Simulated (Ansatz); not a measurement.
**Grüneisen parameters and expansion of CsNa (hypothetical, Pm-3m)**

Aim: how the vibrations of CsNa (hypothetical) shift with volume, and the expansion that follows. The crystal structure is hypothetical: it was made by swapping elements on a known structure type.

Calculated with Ansatz 0.2.0; DFT PBEsol, scalar-relativistic, plane waves, PAW.

## Step 1: Set-up

Symmetry: Pm-3m, No. 221, cubic system. The conventional cell has a = 4.494 Å, b = 4.494 Å, c = 4.494 Å, α = 90.00°, β = 90.00°, γ = 90.00°. Nearest to Cs lie 8 Na at 3.89 Å. Nearest to Na lie 8 Cs at 3.89 Å. Farther neighbours are not listed.

As a file:

```cif
data_structure
_symmetry_space_group_name_H-M 'Pm-3m'
_symmetry_Int_Tables_number 221
_cell_length_a 4.4945
_cell_length_b 4.4945
_cell_length_c 4.4945
_cell_angle_alpha 90.000
_cell_angle_beta 90.000
_cell_angle_gamma 90.000
_cell_volume 90.79
loop_
_atom_site_label
_atom_site_type_symbol
_atom_site_symmetry_multiplicity
_atom_site_Wyckoff_symbol
_atom_site_fract_x
_atom_site_fract_y
_atom_site_fract_z
_atom_site_occupancy
Cs1 Cs 1 a 0.00000 0.00000 0.00000 1
Na1 Na 1 b 0.50000 0.50000 0.50000 1
```

## Step 2: A first coarse run

Before spending time, one coarse run tells the gap and the pressure of the starting cell.

The input, input.yaml:

```yaml
crystal:
  lattice:
    - [4.49449, 0.0, 0.0]
    - [0.0, 4.49449, 0.0]
    - [0.0, 0.0, 4.49449]
  atoms:
    - { symbol: Cs, position: [0.0, 0.0, 0.0] }
    - { symbol: Na, position: [0.5, 0.5, 0.5] }
kpoints:
  mp_grid: { grid: [4, 4, 4] }
hamiltonian:
  xc: pbesol
scf:
  occupations: { method: gaussian, width: 0.1 }
output:
  forces: true
  stress: true
  eigenvalues: true
```

Launch:

```bash
$ ansatz run input.yaml --threads 4 --pin off --max-ram 8192MiB --backend cpu --events-out ev --progress --plain --runs-dir out
```

Numbers of over 12 decimals in the logs are rounded to 6 here.

What it wrote:

```text
Engine: ansatz 0.2.0, x86_64-unknown-linux-gnu
Pseudopotentials: kind: paw
Pseudopotential: Cs, paw, valence charge 9, recommended cutoff 420 eV (normal), Cs.paw.azcp
Pseudopotential: Na, paw, valence charge 9, recommended cutoff 420 eV (normal), Na.paw.azcp
Functional definition: PBEsol
  exchange = pbesol_x
  correlation = pbesol_c
Crystal: 2 atoms, lattice volume = 90.791 Å³
Basis set: ecut = 420 eV, 1791 PW (Γ), exchange–correlation on 64×64×64 points (8 copies of the dense FFT grid, shifted against one another)
Bands: 13, of which v1, the nominal top of the filled ones, is band 9 counted from 1 (8 counted from 0)
Symmetry: 48 space group operations
Space group: Pm-3m (ITA 221), of the structure as read, at distance tolerance 4.5e-5 Å
k-points: 10 of 64
Non-local potential: Cs, projectors of the file, l = 0: 3, l = 1: 2, l = 2: 2, l = 3: 2
Non-local potential: Na, projectors of the file, l = 0: 3, l = 1: 2, l = 2: 1
PAW form: soft (Blöchl's): semilocal exchange-correlation on the pseudo side does not see the compensation charge
PAW frozen core: Cs, regenerated for the run's functional, and the local potential with it (the file was generated under x = pbe(κ = 0.804, μ = 0.219515), c = pbe(β = 0.066725))
PAW frozen core: Na, regenerated for the run's functional, and the local potential with it (the file was generated under x = pbe(κ = 0.804, μ = 0.219515), c = pbe(β = 0.066725))
PAW one-centre angular grid: Cs, 194 points (default); XC on 64 Gauss nodes
PAW one-centre angular grid: Na, 110 points (default); XC on 64 Gauss nodes
Initial density: superposition of atomic densities (neutral atoms: chi_scale 0, normalization atom), corrected by the library's trained network
Initial wavefunctions: pseudopotential atomic-orbital guess
Functional: x = pbesol(κ = 0.804, μ = 0.123457), c = pbesol(β = 0.046)
SCF iter   1: F=—  HF=-7061.334192 eV  |F-HF|=—  |Δ(HF+E_count)|=         —  Δρ=2.58e-3  dr2=1.34e-2  ethr=1.77e-3  ⟨swp⟩=6.0  Hψ=778  notcnv=0
preconditioner: auto → Resta (q_TF=auto, 2.083 Å⁻¹)  ε∞=2.2  [insulator: Δε(μ)=0.139 eV  Ē_g=9.863 eV  σ=0.100 eV  W_gap=0.51  n_scr=18 (ndim 8)  ℏωp=11.0 eV  f_vac=0.000  D(μ)=0.94/eV (n_scr^D=0)  ε∞_Penn≈2.2]
SCF iter   2: F=—  HF=-7061.332165 eV  |F-HF|=—  |Δ(HF+E_count)|=   2.03e-3  Δρ=1.49e-3  dr2=5.29e-3  ethr=7.43e-5  ⟨swp⟩=1.1  Hψ=211  notcnv=0
SCF iter   3: F=—  HF=-7061.331371 eV  |F-HF|=—  |Δ(HF+E_count)|=   7.95e-4  Δρ=1.79e-4  dr2=4.41e-5  ethr=2.94e-5  ⟨swp⟩=2.1  Hψ=145  notcnv=0
SCF iter   4: F=—  HF=-7061.331341 eV  |F-HF|=—  |Δ(HF+E_count)|=   3.00e-5  Δρ=5.41e-5  dr2=2.57e-6  ethr=2.45e-7  ⟨swp⟩=2.4  Hψ=198  notcnv=0
SCF iter   5: F=—  HF=-7061.331342 eV  |F-HF|=—  |Δ(HF+E_count)|=   1.39e-6  Δρ=1.44e-5  dr2=1.51e-7  ethr=1.43e-8  ⟨swp⟩=2.4  Hψ=220  notcnv=0
SCF iter   6: F=-7061.331342 eV  HF=-7061.331342 eV  |F-HF|=1.20e-8  |Δ(HF+E_count)|=   5.76e-8  Δρ=4.74e-6  dr2=1.36e-8  ethr=5.56e-10  ⟨swp⟩=5.8  Hψ=672  notcnv=0
SCF 1 converged in 6 iterations: F = -7061.331342 eV  dr2 = 1.36e-8
  greatest PAW one-centre occupation: 0.999 electrons in one spin orbital (limit 2), on the Na atom at site 1 (counted from 0), in its partial waves of l = 0
SCF converged after 6 iterations
Free energy (F): -7061.331342 eV
Harris-Foulkes:  -7061.331342 eV  (|F-HF|=1.20e-8)
Internal energy: -7061.326901 eV  (E = F + TS)
E sigma→0 (E₀):  -7061.329121 eV
Entropy (-TS):   -0.004442 eV (-2.221 meV/atom)
Fermi energy:    4.470618 eV
--- Per-component energies (eV) ---
  E_band       = -279.409114
  E_kinetic    = 263.995673
  E_local      = -1707.053806  (includes V_loc(G=0)·N_el)
  E_nonlocal   = 147.480028
  E_hartree    = 626.229659
  E_xc         = -210.669449
  E_vxc        = -175.311696  (∫ρ·V_xc dr)
  E_paw        = -5237.085347  (= ΣΔE_a)
  E_vpaw       = -60.982810  (= ΣTr[D̂ρ^β])
  E_aug_tail   = -0.000032  (compensation charges beyond the density's cutoff)
  E_ewald      = -944.422480
  E_core_change = 0.198854  (= ΣΔE_core)
  E_smearing   = -0.004442  (= −TS)
  E_closure    = -0.000000  (closes the sum)
  Σ components = -7061.331342   (vs F -7061.331342, Δ=0.00e0)
--- Forces (eV/Å), atoms counted from 1 ---
  atom   1  Cs     0.00000000     0.00000000    -0.00000000
  atom   2  Na     0.00000000     0.00000000     0.00000000
  max |Σ_I F_I| component: 1.69e-29 eV/Å
--- Stress (GPa, compression-positive) ---
        2.386256       0.000000       0.000000
        0.000000       2.386256       0.000000
        0.000000       0.000000       2.386256
  P = ⅓ Tr σ = 2.3863 GPa (23.863 kbar)
--- Band table (eV; the first three rows and the last of 10) ---
  k-point 0: bands = [... 5 lower, -5.3344, -5.3344, -5.3344, 1.9907, 5.7746, 5.7746, 9.5845, 9.5845]
  k-point 1: bands = [... 5 lower, -5.5956, -5.3110, -5.3110, 2.6641, 5.7057, 6.1007, 8.1452, 8.1452]
  k-point 2: bands = [... 5 lower, -5.8326, -5.2874, -5.2874, 3.9545, 4.4808, 6.5938, 7.5110, 7.5110]
  k-point 9: bands = [... 5 lower, -5.6700, -5.6700, -5.6700, 4.9046, 4.9046, 4.9046, 7.1197, 9.4079]
```

Run time: 1.3 s. Hardware: 4 threads of Intel Xeon Platinum 8559C (Emerald Rapids), shared host; peak memory 0.39 GiB; 0.95 s of CPU time.

This step gave:

| Quantity | Value |
| --- | --- |
| pressure | 2.386 GPa |
| volume per atom | 45.40 Å³ |
| gap on the k-mesh | 0 eV |

The start is under 2.4 GPa at this level and looks like a metal on this mesh.

## Step 3: Relaxation

Phonons are second derivatives about a minimum, so cell and atoms are relaxed first, inside the symmetry of the start.

input.yaml, the sections that differ from step 2:

```yaml
kpoints:
  mp_grid: { grid: [10, 10, 10] }
output:
  forces: true
  stress: true
  eigenvalues: true
  write_density: true
  write_potential: true
  elf: true
  volumetric_format: npy
relax:
  adjacent_minimum: "off"
  f_tol: 0.005
  max_steps: 80
  cell: { stress_tol: 0.05 }
# crystal, hamiltonian, scf: as in step 2
```

What it wrote:

```text
[...]
Crystal: 2 atoms, lattice volume = 90.791 Å³
Basis set: ecut = 420 eV, 1791 PW (Γ), exchange–correlation on 64×64×64 points (8 copies of the dense FFT grid, shifted against one another)
Bands: 13, of which v1, the nominal top of the filled ones, is band 9 counted from 1 (8 counted from 0)
Symmetry: 48 space group operations
[...]
k-points: 56 of 1000
[...]
SCF iter   1: F=—  HF=-7061.378111 eV  |F-HF|=—  |Δ(HF+E_count)|=         —  Δρ=2.26e-3  dr2=8.69e-3  ethr=1.77e-3  ⟨swp⟩=6.1  Hψ=4404  notcnv=0
[...]
SCF iter   6: F=-7061.375608 eV  HF=-7061.375608 eV  |F-HF|=7.19e-10  |Δ(HF+E_count)|=   1.44e-8  Δρ=1.71e-6  dr2=1.31e-9  ethr=1.17e-10  ⟨swp⟩=5.9  Hψ=4676  notcnv=0
SCF 1 converged in 6 iterations: F = -7061.375608 eV  dr2 = 1.31e-9
[...]
relax step   1: F+E_penalty+E_count = -7061.37560753 eV  Δ(F+E_penalty+E_count) = +0.000e0 eV  max|allowed force component| = 2.073e-28 eV/Å  Δτ_max = 0.0000 Å  P = +2.557 GPa  Ω = 90.791 Å³  (6 SCF iters, dr2 threshold 1.00e-7 eV, accepted)
Crystal: 2 atoms, lattice volume = 97.400 Å³
Basis set: ecut = 420 eV, 1935 PW (Γ), exchange–correlation on 64×64×64 points (8 copies of the dense FFT grid, shifted against one another)
[...]
iter 1 solved again at ethr=7.14e-6 eV; its pass at ethr=3.10e-3 eV (dr2=1.29e-3 eV) is discarded
[...]
SCF iter   6: F=-7061.466367 eV  HF=-7061.466367 eV  |F-HF|=1.39e-9  |Δ(HF+E_count)|=   1.97e-7  Δρ=4.74e-6  dr2=4.29e-8  ethr=1.11e-9  ⟨swp⟩=9.4  Hψ=5335  notcnv=0
SCF 2 converged in 6 iterations: F = -7061.466367 eV  dr2 = 4.29e-8
  Residual-converged pass: ⟨swp⟩=1.0  Hψ=952  notcnv=0  max |occ|·‖R‖ = 6.9e-9 eV (tolerance 1.0e-8 eV)  dr2=4.29e-8  dr2_onsite=2.45e-10  max |Δocc| = 1.4e-10
relax step   2: F+E_penalty+E_count = -7061.46636726 eV  Δ(F+E_penalty+E_count) = -9.076e-2 eV  max|allowed force component| = 3.810e-29 eV/Å  Δτ_max = 0.0000 Å  P = +1.868 GPa  Ω = 97.400 Å³  energy of the carried Pulay correction = -4.244e-5 eV  (6 SCF iters, dr2 threshold 2.00e-7 eV, accepted)
Crystal: 2 atoms, lattice volume = 111.988 Å³
Basis set: ecut = 420 eV, 2109 PW (Γ), exchange–correlation on 64×64×64 points (8 copies of the dense FFT grid, shifted against one another)
[...]
SCF iter   6: F=-7061.582743 eV  HF=-7061.582743 eV  |F-HF|=6.09e-9  |Δ(HF+E_count)|=   6.71e-7  Δρ=8.71e-6  dr2=1.67e-7  ethr=1.11e-9  ⟨swp⟩=7.9  Hψ=5628  notcnv=0
SCF 3 converged in 6 iterations: F = -7061.582743 eV  dr2 = 1.67e-7
relax step   3: F+E_penalty+E_count = -7061.58274324 eV  Δ(F+E_penalty+E_count) = -1.164e-1 eV  max|allowed force component| = 3.188e-30 eV/Å  Δτ_max = 0.0000 Å  P = +0.774 GPa  Ω = 111.988 Å³  energy of the carried Pulay correction = -1.264e-4 eV  (6 SCF iters, dr2 threshold 2.00e-7 eV, accepted)
[...]
relax step   4: F+E_penalty+E_count = -7061.61732623 eV  Δ(F+E_penalty+E_count) = -3.458e-2 eV  max|allowed force component| = 2.095e-30 eV/Å  Δτ_max = 0.0000 Å  P = +0.097 GPa  Ω = 125.229 Å³  energy of the carried Pulay correction = -1.929e-4 eV  (5 SCF iters, dr2 threshold 2.00e-7 eV, accepted)
[...]
relax step   5: F+E_penalty+E_count = -7061.61798436 eV  Δ(F+E_penalty+E_count) = -6.581e-4 eV  max|allowed force component| = 1.007e-29 eV/Å  Δτ_max = 0.0000 Å  P = +0.002 GPa  Ω = 127.390 Å³  energy of the carried Pulay correction = -2.030e-4 eV  (5 SCF iters, dr2 threshold 2.36e-8 eV, accepted)
[...]
relax step   6: F+E_penalty+E_count = -7061.62685836 eV  Δ(F+E_penalty+E_count) = -8.874e-3 eV  max|allowed force component| = 5.185e-30 eV/Å  Δτ_max = 0.0000 Å  P = +0.146 GPa  Ω = 127.390 Å³  stress off target by 1.46e-1 GPa  SCF on the basis re-selected at this cell (its energy is not comparable with the rows above)  (7 SCF iters)
[...]
relax step   7: F+E_penalty+E_count = -7061.62882983 eV  Δ(F+E_penalty+E_count) = -1.971e-3 eV  max|allowed force component| = 2.084e-29 eV/Å  Δτ_max = 0.0000 Å  P = +0.042 GPa  Ω = 130.806 Å³  energy of the carried Pulay correction = -1.408e-5 eV  (5 SCF iters, dr2 threshold 5.32e-8 eV, accepted)
[...]
relax step   8: F+E_penalty+E_count = -7061.62902012 eV  Δ(F+E_penalty+E_count) = -1.903e-4 eV  max|allowed force component| = 2.962e-29 eV/Å  Δτ_max = 0.0000 Å  P = +0.002 GPa  Ω = 132.256 Å³  energy of the carried Pulay correction = -2.286e-5 eV  (6 SCF iters, accepted)
[...]
SCF iter   6: F=-7061.629033 eV  HF=-7061.629033 eV  |F-HF|=2.73e-12  |Δ(HF+E_count)|=  1.16e-10  Δρ=6.19e-8  dr2=1.54e-11  ethr=1.00e-12  ⟨swp⟩=4.5  Hψ=3241  notcnv=0
SCF 9 converged in 6 iterations: F = -7061.629033 eV  dr2 = 1.54e-11
relax step   9: F+E_penalty+E_count = -7061.62903312 eV  Δ(F+E_penalty+E_count) = -1.300e-5 eV  max|allowed force component| = 4.178e-29 eV/Å  Δτ_max = 0.0000 Å  P = +0.001 GPa  Ω = 132.256 Å³  stress off target by 1.39e-3 GPa  SCF on the basis re-selected at this cell (its energy is not comparable with the rows above)  (6 SCF iters)
[...]
SCF converged after 6 iterations
Free energy (F): -7061.629033 eV
[...]
Internal energy: -7061.625355 eV  (E = F + TS)
E sigma→0 (E₀):  -7061.627194 eV
Entropy (-TS):   -0.003678 eV (-1.839 meV/atom)
Fermi energy:    2.429500 eV
[...]
--- Stress (GPa, compression-positive) ---
        0.001388      -0.000000       0.000000
       -0.000000       0.001388       0.000000
        0.000000       0.000000       0.001388
  P = ⅓ Tr σ = 0.0014 GPa (0.014 kbar)
--- Band table (eV; the first three rows and the last of 56) ---
  k-point 0: bands = [... 5 lower, -7.6776, -7.6776, -7.6776, 0.2641, 3.9178, 3.9178, 6.2337, 6.2337]
  k-point 1: bands = [... 5 lower, -7.6930, -7.6762, -7.6762, 0.3413, 3.8681, 3.9603, 6.0007, 6.0007]
  k-point 2: bands = [... 5 lower, -7.7331, -7.6727, -7.6727, 0.5658, 3.6225, 4.0827, 5.6405, 5.6405]
  k-point 55: bands = [... 5 lower, -7.7903, -7.7903, -7.7903, 3.0847, 3.0847, 3.0847, 4.1622, 5.8081]
--- Relaxed structure (7 steps of the walk, 7 accepted, 2 SCFs on fresh bases) ---
  F+E_penalty+E_count = -7061.62903312 eV   max|allowed force component| = 4.178e-29 eV/Å   (the final SCF, on the basis selected at the relaxed cell)
  cell:  # Å, volume = 132.2562 Å³
    - [5.094936, 0, 0]
    - [0, 5.094936, 0]
    - [0, 0, 5.094936]
  atoms:
    - { symbol: Cs, position: [0, 0, 0] }
    - { symbol: Na, position: [0.500000, 0.500000, 0.500000] }
```

Elapsed: 7.6 s, on 4 threads; peak memory 0.55 GiB; 27 s of CPU time.

The steps of the relaxation:

```tsv
step	energy less that of the first step (eV)	largest force component (eV/Å)	pressure (GPa)	volume (Å³)
1	0.0000	0.0000	2.56	90.79
2	-0.0908	0.0000	1.87	97.40
3	-0.2071	0.0000	0.77	111.99
4	-0.2417	0.0000	0.10	125.23
5	-0.2424	0.0000	0.00	127.39
6*	-0.2512	0.0000	0.15	127.39
7	-0.2532	0.0000	0.04	130.81
8	-0.2534	0.0000	0.00	132.26
9*	-0.2534	0.0000	0.00	132.26
```

Relaxation steps marked * repeat the geometry before them on a plane-wave basis chosen anew for their cell, so energy and pressure can jump there.

Forces are held to the 48 operations that the run works with; a distortion that breaks them can't arise in this run.

```tsv
cell as run	before	after	change
a (Å)	4.494	5.095	+13.4 %
b (Å)	4.494	5.095	+13.4 %
c (Å)	4.494	5.095	+13.4 %
volume (Å³/atom)	45.40	66.13	+45.7 %
```

Final coordinates:

```
Cs Na
1.0
     5.09494    0.00000    0.00000
     0.00000    5.09494    0.00000
     0.00000    0.00000    5.09494
Cs Na
1 1
Cartesian
  0.0000 0.0000 0.0000
  2.5475 2.5475 2.5475
```

Numbers from this step:

- pressure: 0.001388 GPa
- volume per atom: 66.13 Å³

ELF in the ac plane at fractional y = 0.500, with atoms of Na within 0.2 Å of it. It is the smooth field of the valence electrons, not physical close to the nuclei.

Ten even steps from '0' (0.03) to '9' (0.62), each cell a mean:
```
00135899874200
00247999986310
12478644578632
35774100025864
67840034202787
89820598820598
99711864840499
89810786930499
78830278501698
56862001004875
23576311247743
01358887887421
00136899975200
00025789863100
```
Columns run along a (5.1 Å), rows up along c (5.1 Å). Atoms in or near the plane, at fractional coordinates: Na at (0.50, 0.50).

Electrostatic potential energy in the ac plane at fractional y = 0.500, with atoms of Na within 0.2 Å of it. With pseudopotentials it is smooth inside the atoms' cores, unlike the true potential.

Values in eV, 14 rows by 14 columns, each cell a mean:
```
  4   4   4   5   5   5   5   5   5   5   5   5   4   4
  4   4   5   5   5   5   5   5   5   5   5   5   4   4
  5   5   5   5   4   4   4   4   4   4   4   5   5   5
  5   5   5   4   3   2   1   1   2   3   4   4   5   5
  5   5   5   4   2  -1  -5  -7  -3   1   3   4   5   5
  5   5   4   3   0  -8 -30 -36 -20  -3   2   4   5   5
  5   5   4   3  -1 -18 -44 -44 -36  -7   1   4   5   5
  5   5   4   3  -1 -14 -41 -44 -30  -5   1   4   5   5
  5   5   4   3   1  -3 -14 -18  -8  -1   2   4   5   5
  5   5   5   4   3   1  -1  -1   0   2   3   4   5   5
  5   5   5   4   4   3   3   3   3   4   4   5   5   5
  4   5   5   5   5   4   4   4   4   5   5   5   5   4
  4   4   5   5   5   5   5   5   5   5   5   5   4   4
  4   4   4   5   5   5   5   5   5   5   5   5   4   4
```
Columns run along a (5.1 Å; values clipped at the 3rd and 97th percentile), rows up along c (5.1 Å). Atoms in or near the plane, at fractional coordinates: Na at (0.50, 0.50).

Valence density in the ac plane at fractional y = 0.500, with atoms of Na within 0.2 Å of it. It is the smooth field of the valence electrons, not physical close to the nuclei.

Values in e/Å³, 14 rows by 14 columns, each cell a mean:
```
 0  0  0  0  0  0  0  0  0  0  0  0  0  0
 0  0  0  0  0  0  0  0  0  0  0  0  0  0
 0  0  0  0  0  0  0  0  0  0  0  0  0  0
 0  0  0  0  0  0  0  0  0  0  0  0  0  0
 0  0  0  0  0  0  0  1  0  0  0  0  0  0
 0  0  0  0  0  1  4  6  2  0  0  0  0  0
 0  0  0  0  0  2 12 18  6  1  0  0  0  0
 0  0  0  0  0  1  8 12  4  0  0  0  0  0
 0  0  0  0  0  0  1  2  1  0  0  0  0  0
 0  0  0  0  0  0  0  0  0  0  0  0  0  0
 0  0  0  0  0  0  0  0  0  0  0  0  0  0
 0  0  0  0  0  0  0  0  0  0  0  0  0  0
 0  0  0  0  0  0  0  0  0  0  0  0  0  0
 0  0  0  0  0  0  0  0  0  0  0  0  0  0
```
Columns run along a (5.1 Å), rows up along c (5.1 Å). Atoms in or near the plane, at fractional coordinates: Na at (0.50, 0.50).

The relaxation ends with a pressure of 0.00 GPa.

[end of part 1 of 4]

[Logs are printed without paths, hosts, clocks, repeated set-up lines and the standing remarks that a program may print on its own settings, such as how far it seeks lower states.]

[Hosts, paths, dates, database ids (printed as entryN), source tags and the programs' standing remarks are cut or masked in the printed files.]

[A step with changed settings may run another functional than the one named; its input shows which.]


